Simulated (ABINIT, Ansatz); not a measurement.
# How the form of the self-energy moves the gap of Y2CN2O2 (P-3m1), part 2 of 2

Aim: compare treatments of exchange, screening and correlation for the gap of Y2CN2O2 (P-3m1).

ABINIT 10.8.3; LDA and many-body steps on it, plane waves. Known limits of the many-body steps: not at the basis limit; no spin-orbit coupling; coarse k mesh.

So far. Step 5 (G0W0, Engel-Farid plasmon pole): Against G0W0 in ABINIT (3×3×1 mesh, 88 bands, screening to 114.3 eV, Godby-Needs plasmon pole), the gap moves by −0.001 eV. Step 6 (G0W0, von der Linden-Horsch plasmon pole): Against G0W0 in ABINIT (3×3×1 mesh, 88 bands, screening to 114.3 eV, Godby-Needs plasmon pole), the gap moves by −0.013 eV.

## (7) One-shot Hartree-Fock

This step: one-shot Hartree-Fock on LDA, plane waves, norm-conserving pseudopotentials.

File run.abi:

```
acell 3*1.0 Angstrom
rprim 
  3.698989096613 -0.000000000003 0.000000000000
  -1.849494548304 3.203418525990 0.000000000000
  0.000000000000 0.000000000000 8.168855210000
ntypat 4
znucl 39 6 7 8
natom 7
typat 1 1 2 3 3 4 4
xred 
  0.333333333333 0.666666666667 0.677519680000
  0.666666666667 0.333333333333 0.322480320000
  0.000000000000 0.000000000000 0.000000000000
  0.000000000000 0.000000000000 0.150149940000
  0.000000000000 0.000000000000 0.849850060000
  0.333333333333 0.666666666667 0.396659330000
  0.666666666667 0.333333333333 0.603340670000
pp_dirpath "pseudos"
pseudos "Y.upf, C.upf, N.upf, O.upf"
ecut 37
ngkpt 3 3 1
nshiftk 1
shiftk 0 0 0
kptopt 1
chksymbreak 0
istwfk *1
occopt 1
irdwfk 1
optdriver 4
nband 28
gwcalctyp 5
ecutsigx 37
symsigma 1
nkptgw 1
kptgw 
  0.0000000000 0.0000000000 0.0000000000
bdgw 
  23 26
ixc_sigma 40
fftgw 31
indata_prefix "in"
outdata_prefix "out"
tmpdata_prefix "tmp"
```

The run is started by

```console
$ OMP_NUM_THREADS=1 mpirun -n 4 abinit run.abi > log
```

Numbers of over 12 decimals in the logs are rounded to 6 here.

Log:

```text
.Version 10.8.3 of ABINIT. v10.8.2 released Aug 2026.

 Symmetries : space group P-3 m 1 (#164); Bravais hP (primitive hexag.)
[... echo of the input left out ...]
== DATASET  1 ==================================================================
-   mpi_nproc: 4, omp_nthreads: 1 (-1 if OMP is not activated)

--- !DatasetInfo
iteration_state: {dtset: 1, }
dimensions: {natom: 7, nkpt: 3, mband: 28, nsppol: 1, nspinor: 1, nspden: 1, mpw: 7075, }
cutoff_energies: {ecut:  37.0, pawecutdg:  -1.0, }
[...]
24   4.449 -17.022 -20.733   0.000   1.000   0.000 -20.733  -3.711   0.738
       25   8.176  -9.135  -4.349   0.000   1.000   0.000  -4.349   4.786  12.962
       26   9.661 -10.760  -5.573   0.000   1.000   0.000  -5.573   5.187  14.849

== END DATASET(S) ==============================================================
================================================================================

 -outvars: echo values of variables after computation  --------
           etotal      0.0000000000E+00
            nband          28
             nkpt           3
          spgroup         164
 [... the other variables as echoed above ...]

 Calculation completed.
```

Wall time 4.1 s (4 MPI ranks of Intel Xeon Platinum 8488C (Sapphire Rapids), shared host); peak memory 0.22 GiB.

Numbers from this step:

```
quasiparticle gap on the points computed              : 12.22 eV
starting gap on the mesh                              : 3.727 eV
k of the valence top                                  : 0, 0, 0
k of the conduction bottom                            : 0, 0, 0
least direct quasiparticle gap on the computed points : 12.22 eV
```

Against G0W0 in ABINIT (3×3×1 mesh, 88 bands, screening to 114.3 eV, Godby-Needs plasmon pole), the gap moves by +7.030 eV.

## (8) Screening, 3×3×1 mesh, 88 bands, screening to 114.3 eV

This step: RPA screening on LDA, plane waves, norm-conserving pseudopotentials.

Edit run.abi of step 7 so:

```diff
@@ -28,14 +28,14 @@
 irdwfk 1
-optdriver 4
-nband 28
-gwcalctyp 5
-ecutsigx 37
-symsigma 1
-nkptgw 1
-kptgw 
-  0.0000000000 0.0000000000 0.0000000000
-bdgw 
-  23 26
-ixc_sigma 40
-fftgw 31
+optdriver 3
+nband 88
+ecuteps 4.2
+inclvkb 2
+awtr 1
+symchi 1
+gwcalctyp 2
+nfreqre 16
+freqremax 40 eV
+nfreqim 8
+spmeth 1
+nomegasf 120
 indata_prefix "in"
```

Log:

```text
.Version 10.8.3 of ABINIT. v10.8.2 released Aug 2026.

 Symmetries : space group P-3 m 1 (#164); Bravais hP (primitive hexag.)
[... echo of the input left out ...]
== DATASET  1 ==================================================================
-   mpi_nproc: 4, omp_nthreads: 1 (-1 if OMP is not activated)

--- !DatasetInfo
iteration_state: {dtset: 1, }
dimensions: {natom: 7, nkpt: 3, mband: 88, nsppol: 1, nspinor: 1, nspden: 1, mpw: 7075, }
cutoff_energies: {ecut:  37.0, pawecutdg:  -1.0, }
electrons: {nelect:   4.80000000E+01, charge:   0.00000000E+00, occopt:   1.00000000E+00, tsmear:   1.00000000E-02, }

 SCREENING: Calculation of the susceptibility and dielectric matrices

 Based on a program developped by R.W. Godby, V. Olevano, G. Onida, and L. Reining.
 Incorporated in ABINIT by V. Olevano, G.-M. Rignanese, and M. Torrent.
.Using double precision arithmetic ; gwpc =  8

[... cell and pseudopotentials left out ...]
--------------------------------------------------------------------------------

 ==== K-mesh for the wavefunctions ====
 Number of points in the irreducible wedge :     3
[... list of points left out ...]
 Together with 12 symmetry operations and time-reversal symmetry
 yields     9 points in the full Brillouin Zone.

 ==== Q-mesh for the screening function ====
 Number of points in the irreducible wedge :     3
[... list of points left out ...]
 Together with 12 symmetry operations and time-reversal symmetry
 yields     9 points in the full Brillouin Zone.

 setmesh: FFT mesh size selected  =    24x   24x   60
          total number of points  =        34560

 vcoul_init : cutoff-mode = AUXILIARY_FUNCTION
 q-points for optical limit:   1
     1)      0.000010    0.000020    0.000030

- screening: taking advantage of time-reversal symmetry
- Maximum band index for partially occupied states nbvw = 24
- Remaining bands to be divided among processors   nbcw = 64
- Number of bands treated by each node ~16

 Number of electrons calculated from density =   48.0000; Expected =   48.0000
 average of density, n =  0.073483
 r_s =    1.4811
 omega_plasma =   26.1486 [eV]

 calculating chi0 at frequencies [eV] :
  1    0.000000E+00    0.000000E+00
  2    2.666667E+00    0.000000E+00
  3    5.333333E+00    0.000000E+00
[...]
23    0.000000E+00    6.659601E+01
 24    0.000000E+00    9.376791E+01

--------------------------------------------------------------------------------
  q-point number  1        q = ( 0.000000, 0.000000, 0.000000) [r.l.u.]
--------------------------------------------------------------------------------
[... chi0 elements left out ...]
  [... further frequencies ...]

 No. of calculated frequencies >  15, stop printing
 For q-point:  0.000010 0.000020 0.000030
  dielectric constant =   3.8364
  dielectric constant without local fields =   4.3019

  Average fulfillment of the sum rule on Im[epsilon] for q-point    1 :     57.30  [%]
[... wings left out ...]
  q-point number  2        q = ( 0.333333, 0.000000, 0.000000) [r.l.u.]
--------------------------------------------------------------------------------
[... chi0 elements left out ...]
  [... further frequencies ...]

 No. of calculated frequencies >  15, stop printing
  Average fulfillment of the sum rule on Im[epsilon] for q-point    2 :     58.52  [%]

 [... 1 further q-points ...]
```

It took 16 s on 4 MPI ranks; peak memory 1.3 GiB; 63 s of CPU time.

This step gave:

```
ε∞ with local fields, on this mesh, along the program's q direction : 3.836
the same without local fields                                       : 4.302
plasma frequency                                                    : 26.15 eV
plane waves in the screening matrix                                 : 273
```

## (9) G0W0, contour deformation

This step: G0W0 on LDA, plane waves, norm-conserving pseudopotentials.

Edit run.abi of step 8 so:

```diff
@@ -28,14 +28,14 @@
 irdwfk 1
-optdriver 3
+optdriver 4
 nband 88
+gwcalctyp 2
+ecutsigx 37
+symsigma 1
+nkptgw 1
+kptgw 
+  0.0000000000 0.0000000000 0.0000000000
+bdgw 
+  23 26
 ecuteps 4.2
-inclvkb 2
-awtr 1
-symchi 1
-gwcalctyp 2
-nfreqre 16
-freqremax 40 eV
-nfreqim 8
-spmeth 1
-nomegasf 120
+irdscr 1
 indata_prefix "in"
```

Log:

```text
.Version 10.8.3 of ABINIT. v10.8.2 released Aug 2026.

 Symmetries : space group P-3 m 1 (#164); Bravais hP (primitive hexag.)
[... echo of the input left out ...]
== DATASET  1 ==================================================================
-   mpi_nproc: 4, omp_nthreads: 1 (-1 if OMP is not activated)

--- !DatasetInfo
iteration_state: {dtset: 1, }
dimensions: {natom: 7, nkpt: 3, mband: 88, nsppol: 1, nspinor: 1, nspden: 1, mpw: 7075, }
cutoff_energies: {ecut:  37.0, pawecutdg:  -1.0, }
[...]
24   4.449 -17.022 -20.733   3.340   0.780  -0.281 -17.311  -0.290   4.159
[...]
26   9.661 -10.760  -5.573  -3.593   0.830  -0.205  -9.437   1.323  10.985
       26   0.000   0.000   0.000  -0.002   0.000   0.000  -0.001  -0.001  -0.001

== END DATASET(S) ==============================================================
================================================================================

 -outvars: echo values of variables after computation  --------
           etotal      0.0000000000E+00
            nband          88
             nkpt           3
          spgroup         164
 [... the other variables as echoed above ...]

 Calculation completed.
```

Wall time 4.2 s (4 MPI ranks); peak memory 0.3 GiB; 16 s of CPU time.

Numbers from this step:

| Quantity | Value |
| --- | --- |
| G0W0 gap on the points computed | 5.212 eV |
| starting gap on the mesh | 3.727 eV |
| k of the valence top | 0, 0, 0 |
| k of the conduction bottom | 0, 0, 0 |
| least direct G0W0 gap on the computed points | 5.212 eV |

Against G0W0 in ABINIT (3×3×1 mesh, 88 bands, screening to 114.3 eV, Godby-Needs plasmon pole), the gap moves by +0.018 eV.

## (10) Side by side

Times are wall times on 4 MPI ranks of Intel Xeon Platinum 8488C (Sapphire Rapids), shared host, good to a factor of about two. A run's time includes the screening step that it read.

```csv
run,mesh,bands,screening cutoff (eV),DFT gap (eV),gap on the mesh (eV),direct (eV),ε∞ used,time
"G0W0, Godby-Needs plasmon pole",3×3×1,88,114.3,3.727,5.194,5.194,3.83,18 s
"G0W0, Engel-Farid plasmon pole",3×3×1,88,114.3,3.727,5.193,5.193,3.83,19 s
"G0W0, von der Linden-Horsch plasmon pole",3×3×1,88,114.3,3.727,5.181,5.181,3.83,19 s
one-shot Hartree-Fock,3×3×1,-,-,3.727,12.224,12.224,-,4.1 s
"G0W0, contour deformation",3×3×1,88,114.3,3.727,5.212,5.212,3.84,20 s
```

## (11) What came out

```yaml
g0w0_godby_needs_plasmon_pole: 5.194 eV
g0w0_engel_farid_plasmon_pole: 5.193 eV
g0w0_von_der_linden_horsch_plasmon_pole: 5.181 eV
one_shot_hartree_fock: 12.224 eV
g0w0_contour_deformation: 5.212 eV
known_limits: not at the basis limit; no spin-orbit coupling; coarse k mesh
```

**Reading.** G0W0, Engel-Farid plasmon pole: −0.001 eV against G0W0, Godby-Needs plasmon pole. G0W0, von der Linden-Horsch plasmon pole: −0.013 eV against G0W0, Godby-Needs plasmon pole. One-shot Hartree-Fock: +7.030 eV against G0W0, Godby-Needs plasmon pole. G0W0, contour deformation: +0.018 eV against G0W0, Godby-Needs plasmon pole. Bare exchange alone opens the gap to 12.22 eV; against G0W0, correlation takes back 7.03 eV. Bands and cutoff are finite, so the gap is not at the basis limit. The miss can reach some tenths of an eV and take either sign; the mesh is an error of its own. In the first G0W0 run levels were corrected at 1 k point alone, so a gap called «on the mesh» is the least over those, and an edge elsewhere would be missed. The 3×3×1 mesh is coarse for this cell, which bears on the long-range parts of exchange and screening. The many-body steps are scalar-relativistic: spin-orbit coupling is not in them.

[Paths, hosts, dates, memory and timing lines, banners, echoed tables and standing remarks are left out of the program output.]

[Logs are printed without paths, hosts, clocks, repeated set-up lines and the standing remarks that a program may print on its own settings, such as how far it seeks lower states.]

[Runs of the session that timed out or met a known fault of the program may be left out.]

[No measured gap is set beside runs whose start may be inverted or whose files or cutoffs have a known fault.]

[Hosts, paths, dates, database ids (printed as entryN), source tags and the programs' standing remarks are cut or masked in the printed files.]

[G0W0 gaps are taken among the corrected bands and points alone; a level outside them can change the order at an edge.]

[Where Ansatz stands beside ABINIT at settings called matched, ABINIT's density can come from a denser mesh and the files from another edition; pairs whose starting gaps differed by over 0.03 eV were left out, so agreement reads better than it is.]
